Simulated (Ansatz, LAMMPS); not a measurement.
## Convergence of a linear-scaling basis for ionic liquid MMIM+ BF4- at 450 K (105 atoms)

Aim: test how closely localised support functions follow the reference on ionic liquid MMIM+ BF4- at 450 K (105 atoms), and at what cost. A setting counts as converged where the r.m.s. difference of forces stays under 1 % of the r.m.s. force.

Calculated with Ansatz 0.2.0; Kohn-Sham DFT, PBE+D3(BJ), PAW (set soft_2), plane waves.

This is a report of a sequence of runs, with most program output left out.

## (1) The starting structure

The cell holds 105 atoms: 25 C, 10 N, 45 H, 5 B and 20 F. Its edges and angles: a = 10.490 Å, b = 10.490 Å, c = 10.490 Å, α = 90.0°, β = 90.0°, γ = 90.0°. 5 MMIM+, 5 BF4- placed at random, at 1.32 g/cm³; overlaps pushed apart, then 10 ps at 700 K with stiff harmonic cages for PF6 and BF4 with UFF radii; MMFF94 bonds, angles, torsions, charges and radii (Halgren, J. Comput. Chem. 17, 490 (1996)) in harmonic and 12-6 forms; charges of ions scaled by 0.8. Snapshot after 30 ps at 450 K and fixed volume.

Before any run, some limits are plain. The network of contacts between molecules at the start is that of the classical potential that made the cell, and needn't be the one that DFT or experiment would give. The density was typed from a rule of thumb and may lie off the real one at this temperature. The Brillouin zone is sampled at Γ only, in a cell whose shortest periodic width is 10 Å.

## (2) Making the structure

A classical potential makes the cell, at a small fraction of what the same run would cost in DFT.

This step: classical MD, stiff harmonic cages for PF6 and BF4 with UFF radii; MMFF94 bonds, angles, torsions, charges and radii (Halgren, J. Comput. Chem. 17, 490 (1996)) in harmonic and 12-6 forms; charges of ions scaled by 0.8 (LAMMPS 22 Jul 2025 - Update 4).

in.lmp

```
# ionic liquid MMIM+ BF4-
units real
atom_style full
boundary p p p
bond_style harmonic
angle_style harmonic
dihedral_style opls
improper_style harmonic
special_bonds lj 0 0 0.5 coul 0 0 0.75
read_data data.lmp
neigh_modify delay 0 every 1 check yes one 4000
comm_modify cutoff 12.0
timestep 0.5
thermo_style custom step time temp pe press density
thermo_modify norm yes
# push overlapping molecules apart
pair_style soft 2.6
pair_coeff * * 0.0
variable a equal ramp(1,60)
fix ad all adapt 1 pair soft a * * v_a
velocity all create 700 379669 mom yes dist gaussian
fix lim all nve/limit 0.03
fix lan all langevin 700 700 50 379670 zero yes
thermo 1000
run 3000 post no
unfix ad
pair_style lj/cut/coul/long 9.0
pair_modify mix arithmetic tail yes
pair_coeff 1 1 0.0678 3.3680   # C
pair_coeff 2 2 0.0721 3.1460   # N
pair_coeff 3 3 0.0678 3.5860   # C
pair_coeff 4 4 0.0678 3.3270   # C
pair_coeff 5 5 0.0216 2.5400   # H
pair_coeff 6 6 0.1800 3.6375   # B
# [... 19 lines left out ...]
compute msd all msd com yes
thermo 7500
fix md all nvt temp 450 450 100
run 30000 post no
print "== T450: mean square displacement over the hold $(c_msd[4]:%.2f) A^2"
unfix md
uncompute msd
write_dump all custom T450.dump id type xs ys zs modify sort id
```

The run is started by

```
> lmp -in in.lmp -log none -nocite
```

Elapsed: 18 s, on 1 thread of Intel Xeon Platinum 8488C (Sapphire Rapids), shared host; peak memory 0.12 GiB.

The input also reads data.lmp (atoms, bonds and types; not printed here).

## (3) Plane-wave single point

The first run uses the default basis; a harder plane-wave run follows as the reference for the support functions.

input.yaml

```yaml
crystal:
  lattice:
    - [10.49016, 0.0, 0.0]
    - [0.0, 10.49016, 0.0]
    - [0.0, 0.0, 10.49016]
  atoms:
    - { symbol: C, position: [0.96676, 0.28759, 0.22114] }
    - { symbol: "N", position: [0.01705, 0.19006, 0.29757] }
    - { symbol: C, position: [0.99, 0.06484, 0.26438] }
    - { symbol: C, position: [0.06311, 0.98927, 0.34592] }
    - { symbol: "N", position: [0.11994, 0.06456, 0.43384] }
    - { symbol: C, position: [0.18456, 0.02098, 0.54546] }
    - { symbol: C, position: [0.08193, 0.18627, 0.41089] }
    - { symbol: H, position: [0.92188, 0.35038, 0.29581] }
    - { symbol: H, position: [0.88533, 0.25607, 0.1615] }
    - { symbol: H, position: [0.04207, 0.34119, 0.16592] }
    - { symbol: H, position: [0.93427, 0.03884, 0.18365] }
    - { symbol: H, position: [0.07867, 0.88897, 0.37988] }
    - { symbol: H, position: [0.19509, 0.91905, 0.54227] }
    - { symbol: H, position: [0.12371, 0.04161, 0.62343] }
    - { symbol: H, position: [0.27184, 0.07005, 0.54598] }
    - { symbol: H, position: [0.11119, 0.25796, 0.47554] }
    - { symbol: C, position: [0.79416, 0.75778, 0.37006] }
    - { symbol: "N", position: [0.76967, 0.69468, 0.48985] }
    - { symbol: C, position: [0.69142, 0.73594, 0.58776] }
    - { symbol: C, position: [0.70079, 0.65123, 0.68526] }
    - { symbol: "N", position: [0.79532, 0.56397, 0.64339] }
    - { symbol: C, position: [0.83509, 0.44213, 0.70538] }
    - { symbol: C, position: [0.82939, 0.58746, 0.52561] }
    - { symbol: H, position: [0.83396, 0.68593, 0.29994] }
    - { symbol: H, position: [0.8502, 0.84911, 0.38558] }
    - { symbol: H, position: [0.70595, 0.78781, 0.32424] }
    - { symbol: H, position: [0.63089, 0.82041, 0.56302] }
    - { symbol: H, position: [0.64702, 0.63375, 0.77495] }
    - { symbol: H, position: [0.86906, 0.45951, 0.80676] }
    - { symbol: H, position: [0.90388, 0.38314, 0.65501] }
    - { symbol: H, position: [0.74934, 0.39229, 0.72037] }
    - { symbol: H, position: [0.89046, 0.52006, 0.47369] }
    - { symbol: C, position: [0.9783, 0.78762, 0.80145] }
    - { symbol: "N", position: [0.87836, 0.83074, 0.87634] }
    - { symbol: C, position: [0.81833, 0.7509, 0.96858] }
    - { symbol: C, position: [0.72569, 0.81551, 0.02699] }
    - { symbol: "N", position: [0.73543, 0.93761, 0.97516] }
    - { symbol: C, position: [0.66784, 0.0427, 0.0189] }
    - { symbol: C, position: [0.82003, 0.94907, 0.87592] }
    - { symbol: H, position: [0.96622, 0.69767, 0.76449] }
    - { symbol: H, position: [0.0571, 0.77482, 0.86533] }
    - { symbol: H, position: [0.98318, 0.86391, 0.72324] }
    - { symbol: H, position: [0.84749, 0.65216, 0.98247] }
    - { symbol: H, position: [0.65438, 0.78625, 0.09075] }
    - { symbol: H, position: [0.56889, 0.04205, 0.00527] }
    - { symbol: H, position: [0.6956, 0.11953, 0.97257] }
    - { symbol: H, position: [0.70311, 0.06425, 0.11444] }
    - { symbol: H, position: [0.83758, 0.0273, 0.80953] }
    - { symbol: C, position: [0.32021, 0.20083, 0.15186] }
    - { symbol: "N", position: [0.35217, 0.06491, 0.15963] }
    - { symbol: C, position: [0.43579, 0.01079, 0.24987] }
    - { symbol: C, position: [0.44209, 0.88115, 0.2209] }
    - { symbol: "N", position: [0.34082, 0.85848, 0.1299] }
    - { symbol: C, position: [0.30847, 0.73611, 0.07236] }
    - { symbol: C, position: [0.30347, 0.97278, 0.08319] }
    - { symbol: H, position: [0.37376, 0.23498, 0.07057] }
    - { symbol: H, position: [0.33781, 0.2502, 0.23968] }
    - { symbol: H, position: [0.21806, 0.21294, 0.13192] }
    - { symbol: H, position: [0.48577, 0.07126, 0.3122] }
    - { symbol: H, position: [0.4771, 0.79907, 0.282] }
    - { symbol: H, position: [0.36301, 0.66746, 0.11938] }
    - { symbol: H, position: [0.3165, 0.74984, 0.96429] }
    - { symbol: H, position: [0.20706, 0.72168, 0.08039] }
    - { symbol: H, position: [0.24258, 0.99129, 0.99898] }
    - { symbol: C, position: [0.52921, 0.40407, 0.44812] }
    - { symbol: "N", position: [0.44455, 0.41532, 0.5598] }
    - { symbol: C, position: [0.43544, 0.3233, 0.65287] }
    - { symbol: C, position: [0.33159, 0.37362, 0.72669] }
    - { symbol: "N", position: [0.30259, 0.49574, 0.68331] }
    - { symbol: C, position: [0.19872, 0.5735, 0.72647] }
    - { symbol: C, position: [0.37189, 0.51612, 0.58163] }
    - { symbol: H, position: [0.47175, 0.39557, 0.3654] }
    - { symbol: H, position: [0.58607, 0.31677, 0.46271] }
    - { symbol: H, position: [0.59061, 0.48877, 0.44016] }
    - { symbol: H, position: [0.47885, 0.22818, 0.64518] }
    - { symbol: H, position: [0.27116, 0.35028, 0.801] }
    - { symbol: H, position: [0.21593, 0.57965, 0.82417] }
    - { symbol: H, position: [0.11526, 0.51667, 0.70531] }
    [... 21 atom lines left out ...]
    - { symbol: F, position: [0.8008, 0.20211, 0.47392] }
    - { symbol: B, position: [0.12456, 0.56279, 0.33848] }
    - { symbol: F, position: [0.0941, 0.67885, 0.40238] }
    - { symbol: F, position: [0.11831, 0.45984, 0.43316] }
    - { symbol: F, position: [0.25106, 0.54852, 0.28206] }
    - { symbol: F, position: [0.01651, 0.55136, 0.25767] }
kpoints:
  mp_grid: { grid: [1, 1, 1] }
hamiltonian:
  xc: pbe
  dispersion: d3bj
scf:
  occupations: { method: fixed }
output:
  forces: true
  stress: true
  populations: true
  dos:
    method: { smearing: { sigma: 0.08 } }
    de: 0.1
    projected: { site_lists: { B: [B], C: [C], F: [F], H: [H], "N": ["N"] } }
  eigenvalues: true
  write_density: true
  write_potential: true
  volumetric_format: npy
```

The run is started by

```
> ansatz run input.yaml --threads 8 --pin off --max-ram 15872MiB --backend cpu --events-out ev --progress --plain --runs-dir out
```

Wall time 4.7 s (8 threads of Intel Xeon Platinum 8488C (Sapphire Rapids), shared host); peak memory 1.4 GiB; 31 s of CPU time.

The program notes that the exchange-correlation potential is rough where the density is thin.

Read from the output:

- free energy: -27801.3830 eV
- free energy per atom: -264.7751 eV/atom
- SCF cycles: 10
- pressure: 0.663 GPa
- r.m.s. force component: 1.102 eV/Å
- longest force: 4.983 eV/Å
- Fermi energy: -1.015 eV
- gap (highest filled to lowest empty level): 4.133 eV
- spilling of the projection: 0.01151

The r.m.s. force component of 1.1 eV/Å sets the scale for the differences below.

## (4) Plane waves at 750 eV (750 eV)

A harder cutoff gives the support functions a reference with less basis error.

input.yaml, the sections that differ from step 3:

```yaml
output:
  forces: true
  eigenvalues: true
basis:
  ecutwfc: "750 eV"
# crystal, kpoints, hamiltonian, scf: as in step 3
```

It took 5.6 s on 8 threads; peak memory 2.7 GiB; 39 s of CPU time.

Forces differ from the reference by 4.2 meV/Å r.m.s., 0.38 % of their size, within a tolerance of 1 %; the energy by -3.7 meV/atom.

## (5) Support functions medium

The cell is solved in localised support functions. Besides, the program derives a nominal cutoff of 631 eV for this run, against the reference's 750.

This step: Kohn-Sham DFT, PBE+D3(BJ), PAW (set soft_2), localised support functions (medium) (Ansatz 0.2.0).

input.yaml, the sections that differ from step 4:

```yaml
scf:
  occupations: { method: fixed }
  eigensolver: { kind: { support_functions: { accuracy: medium } } }
  max_iter: 150
# crystal, kpoints, hamiltonian, output: as in step 4
# basis: removed
```

The job ended after 35 s (8 threads; peak memory 3.3 GiB; 4.2 min of CPU time).

The program notes that the band table was not solved further than the SCF left it and it switched symmetry off.

Keys that differ from the reference: basis.ecutwfc removed, support_functions.accuracy = "medium" and scf.max_iter = 150.

Forces differ from the reference by 0.47 meV/Å r.m.s., 0.043 % of their size, well within a tolerance of 1 %; the energy by -0.65 meV/atom. It took 6.2 times the reference's time (shared host, so rough).

## (6) Support functions low

The cell is solved in localised support functions. Besides, the program derives a nominal cutoff of 420 eV for this run, against the reference's 750.

This step: Kohn-Sham DFT, PBE+D3(BJ), PAW (set soft_2), localised support functions (low) (Ansatz 0.2.0).

input.yaml, the sections that differ from step 5:

```yaml
scf:
  occupations: { method: fixed }
  eigensolver: { kind: { support_functions: { accuracy: low } } }
  max_iter: 150
# crystal, kpoints, hamiltonian, output: as in step 5
```

Wall time 30 s (8 threads); peak memory 3 GiB; 3.7 min of CPU time.

Keys that differ from the reference: basis.ecutwfc removed, support_functions.accuracy = "low" and scf.max_iter = 150.

Forces differ from the reference by 0.49 meV/Å r.m.s., 0.044 % of their size, well within a tolerance of 1 %; the energy by -0.65 meV/atom. It took 5.4 times the reference's time (shared host, so rough).

## (7) Support functions high

The cell is solved in localised support functions. Besides, the program derives a nominal cutoff of 795 eV for this run, against the reference's 750.

This step: Kohn-Sham DFT, PBE+D3(BJ), PAW (set soft_2), localised support functions (high) (Ansatz 0.2.0).

input.yaml, the sections that differ from step 6:

```yaml
scf:
  occupations: { method: fixed }
  eigensolver: { kind: { support_functions: { accuracy: high } } }
  max_iter: 150
# crystal, kpoints, hamiltonian, output: as in step 6
```

Wall time 3.2 min (8 threads); peak memory 10 GiB; 24 min of CPU time.

Keys that differ from the reference: basis.ecutwfc removed, support_functions.accuracy = "high" and scf.max_iter = 150.

Forces differ from the reference by 0.35 meV/Å r.m.s., 0.032 % of their size, well within a tolerance of 1 %; the energy by -0.73 meV/atom. It took 34 times the reference's time (shared host, so rough).

## (8) Support functions medium, radius 3.37 Å

The radius confines each support function; a larger one gives more freedom and more work per atom. Besides, the program derives a nominal cutoff of 631 eV for this run, against the reference's 750.

This step: Kohn-Sham DFT, PBE+D3(BJ), PAW (set soft_2), localised support functions (medium) (Ansatz 0.2.0).

input.yaml, the sections that differ from step 7:

```yaml
scf:
  occupations: { method: fixed }
  eigensolver: { kind: { support_functions: { accuracy: medium, radius: 3.37 } } }
  max_iter: 150
# crystal, kpoints, hamiltonian, output: as in step 7
```

Elapsed: 34 s, on 8 threads; peak memory 3.2 GiB; 4.1 min of CPU time.

Keys that differ from the reference: basis.ecutwfc removed, support_functions.accuracy = "medium", support_functions.radius = 3.37 and scf.max_iter = 150.

Forces differ from the reference by 0.54 meV/Å r.m.s., 0.049 % of their size, well within a tolerance of 1 %; the energy by -0.65 meV/atom. It took 6.2 times the reference's time (shared host, so rough).

## (9) Support functions medium, radius 3.65 Å

input.yaml, the sections that differ from step 8:

```yaml
scf:
  occupations: { method: fixed }
  eigensolver: { kind: { support_functions: { accuracy: medium, radius: 3.65 } } }
  max_iter: 150
# crystal, kpoints, hamiltonian, output: as in step 8
```

The job ended after 37 s (8 threads; peak memory 3.5 GiB).

Keys that differ from the reference: basis.ecutwfc removed, support_functions.accuracy = "medium", support_functions.radius = 3.65 and scf.max_iter = 150.

Forces differ from the reference by 0.44 meV/Å r.m.s., 0.040 % of their size, well within a tolerance of 1 %; the energy by -0.65 meV/atom. It took 6.7 times the reference's time (shared host, so rough).

## (10) Support functions medium, radius 3.89 Å

input.yaml, the sections that differ from step 9:

```yaml
scf:
  occupations: { method: fixed }
  eigensolver: { kind: { support_functions: { accuracy: medium, radius: 3.89 } } }
  max_iter: 150
# crystal, kpoints, hamiltonian, output: as in step 9
```

It took 43 s on 8 threads; peak memory 3.9 GiB; 5.3 min of CPU time.

Keys that differ from the reference: basis.ecutwfc removed, support_functions.accuracy = "medium", support_functions.radius = 3.89 and scf.max_iter = 150.

Forces differ from the reference by 0.40 meV/Å r.m.s., 0.036 % of their size, well within a tolerance of 1 %; the energy by -0.65 meV/atom. It took 7.8 times the reference's time (shared host, so rough).

## (11) Support functions medium, radius 4.17 Å

input.yaml, the sections that differ from step 10:

```yaml
scf:
  occupations: { method: fixed }
  eigensolver: { kind: { support_functions: { accuracy: medium, radius: 4.17 } } }
  max_iter: 150
# crystal, kpoints, hamiltonian, output: as in step 10
```

The job ended after 53 s (8 threads; peak memory 4.4 GiB; 6.6 min of CPU time).

Keys that differ from the reference: basis.ecutwfc removed, support_functions.accuracy = "medium", support_functions.radius = 4.17 and scf.max_iter = 150.

Forces differ from the reference by 0.38 meV/Å r.m.s., 0.035 % of their size, well within a tolerance of 1 %; the energy by -0.65 meV/atom. It took 9.6 times the reference's time (shared host, so rough).

## (12) Support functions medium, radius 4.69 Å

input.yaml, the sections that differ from step 11:

```yaml
scf:
  occupations: { method: fixed }
  eigensolver: { kind: { support_functions: { accuracy: medium, radius: 4.69 } } }
  max_iter: 150
# crystal, kpoints, hamiltonian, output: as in step 11
```

It took 75 s on 8 threads; peak memory 5.5 GiB.

Keys that differ from the reference: basis.ecutwfc removed, support_functions.accuracy = "medium", support_functions.radius = 4.69 and scf.max_iter = 150.

Forces differ from the reference by 0.53 meV/Å r.m.s., 0.048 % of their size, well within a tolerance of 1 %; the energy by -0.65 meV/atom. It took 13 times the reference's time (shared host, so rough).

## (13) Support functions medium, radius 5.21 Å

input.yaml, the sections that differ from step 12:

```yaml
scf:
  occupations: { method: fixed }
  eigensolver: { kind: { support_functions: { accuracy: medium, radius: 5.21 } } }
  max_iter: 150
# crystal, kpoints, hamiltonian, output: as in step 12
```

The job ended after 1.8 min (8 threads; peak memory 6.7 GiB).

Keys that differ from the reference: basis.ecutwfc removed, support_functions.accuracy = "medium", support_functions.radius = 5.21 and scf.max_iter = 150.

Forces differ from the reference by 0.58 meV/Å r.m.s., 0.053 % of their size, well within a tolerance of 1 %; the energy by -0.65 meV/atom. It took 19 times the reference's time (shared host, so rough).

## (14) A run with a doubtful setting

A doubtful change is made on purpose, to see how the program answers.

This step: Kohn-Sham DFT, PBE+D3(BJ), PAW (set soft_2), plane waves (Ansatz 0.2.0).

input.yaml, the sections that differ from step 13:

```yaml
scf:
  occupations: { method: fixed }
  max_iter: 50
output:
  forces: true
magnetization:
  spin_polarized: true
  initial_magnetization: 1
# crystal, kpoints, hamiltonian: as in step 13
```

Run time: 0.04 s. Hardware: 8 threads; peak memory 0.098 GiB.

The program refused the input before any cycle.

The program's message: “Error: inconsistent input (scf.occupations.method, magnetization): a σ = 0 step fill (method: fixed, or a smearing width below the step floor) with no hard lock on the total moment puts the same N_el/ …”

The fault in the input: an impossible spin (magnetization.initial_magnetization = 1 and magnetization.spin_polarized = true). The fix is to take out magnetization.initial_magnetization and take out magnetization.spin_polarized.

(Continued in part 2 of 2.)

[Logs are printed without paths, hosts, clocks, repeated set-up lines and the standing remarks that a program may print on its own settings, such as how far it seeks lower states.]

[Hosts, paths, dates, database ids (printed as entryN), source tags and the programs' standing remarks are cut or masked in the printed files.]

[The MMFF94 radii named for the starting cell were scaled by 0.96; in molecules described by MMFF94, hydrogen bound to N, O or S took a small fixed 12-6 site in their place.]
